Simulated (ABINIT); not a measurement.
An input for ABINIT 10.8.3 (Diamond (Fd-3m, 2 atoms a cell)):

```
acell 3*1.0 Angstrom
rprim 
  -0.000000000000 1.783370000000 1.783370000000
  1.783370000000 -0.000000000000 1.783370000000
  1.783370000000 1.783370000000 0.000000000000
ntypat 1
znucl 6
natom 2
typat 1 1
xred 
  0.000000000000 0.000000000000 -0.000000000000
  0.250000000000 0.250000000000 0.250000000000
pp_dirpath "pseudos"
pseudos "C.upf"
ecut 37
ngkpt 8 8 8
nshiftk 1
shiftk 0 0 0
kptopt 1
chksymbreak 0
istwfk *1
occopt 1
irdwfk 1
optdriver 4
nband 66
gwcalctyp 2
ecutsigx 37
symsigma 1
nkptgw 29
kptgw 
  0.0000000000 0.0000000000 0.0000000000
  0.1250000000 0.0000000000 0.0000000000
  0.2500000000 0.0000000000 0.0000000000
  0.3750000000 0.0000000000 0.0000000000
  0.5000000000 0.0000000000 0.0000000000
  0.1250000000 0.1250000000 0.0000000000
  0.2500000000 0.1250000000 0.0000000000
  0.3750000000 0.1250000000 0.0000000000
  0.5000000000 0.1250000000 0.0000000000
  -0.3750000000 0.1250000000 0.0000000000
  -0.2500000000 0.1250000000 0.0000000000
  -0.1250000000 0.1250000000 0.0000000000
  0.2500000000 0.2500000000 0.0000000000
  0.3750000000 0.2500000000 0.0000000000
  0.5000000000 0.2500000000 0.0000000000
  -0.3750000000 0.2500000000 0.0000000000
  -0.2500000000 0.2500000000 0.0000000000
  0.3750000000 0.3750000000 0.0000000000
  0.5000000000 0.3750000000 0.0000000000
  -0.3750000000 0.3750000000 0.0000000000
  0.5000000000 0.5000000000 0.0000000000
  0.3750000000 0.2500000000 0.1250000000
  0.5000000000 0.2500000000 0.1250000000
  -0.3750000000 0.2500000000 0.1250000000
  0.5000000000 0.3750000000 0.1250000000
  -0.3750000000 0.3750000000 0.1250000000
  -0.2500000000 0.3750000000 0.1250000000
  -0.3750000000 0.5000000000 0.1250000000
  -0.2500000000 0.5000000000 0.2500000000
bdgw 
  1 8
  1 8
  1 8
  1 8
  1 8
  1 8
  1 8
  1 8
  1 8
  1 8
  1 8
  1 8
  1 8
  1 8
  1 8
  1 8
  1 8
  1 8
  1 8
  1 8
  1 8
  1 8
  1 8
  1 8
  1 8
  1 8
  1 8
  1 8
  1 8
ecuteps 9
irdscr 1
indata_prefix "in"
outdata_prefix "out"
tmpdata_prefix "tmp"
```

```sh
OMP_NUM_THREADS=1 mpirun -n 4 abinit run.abi > log
```

Estimate wall time and host memory on 4 MPI ranks of Arm Neoverse V1, shared host.

It took 5.8 min; on shared hardware allow 2.9 min to 12 min. Peak host memory was 1.1 GiB.

[Paths, hosts, dates, memory and timing lines, banners, echoed tables and standing remarks are left out of the program output.]

[Logs are printed without paths, hosts, clocks, repeated set-up lines and the standing remarks that a program may print on its own settings, such as how far it seeks lower states.]

[Runs of the session that timed out or met a known fault of the program may be left out.]

[Hosts, paths, dates, database ids (printed as entryN), source tags and the programs' standing remarks are cut or masked in the printed files.]

[G0W0 gaps are taken among the corrected bands and points alone; a level outside them can change the order at an edge.]

[Where Ansatz stands beside ABINIT at settings called matched, ABINIT's density can come from a denser mesh and the files from another edition; pairs whose starting gaps differed by over 0.03 eV were left out, so agreement reads better than it is.]
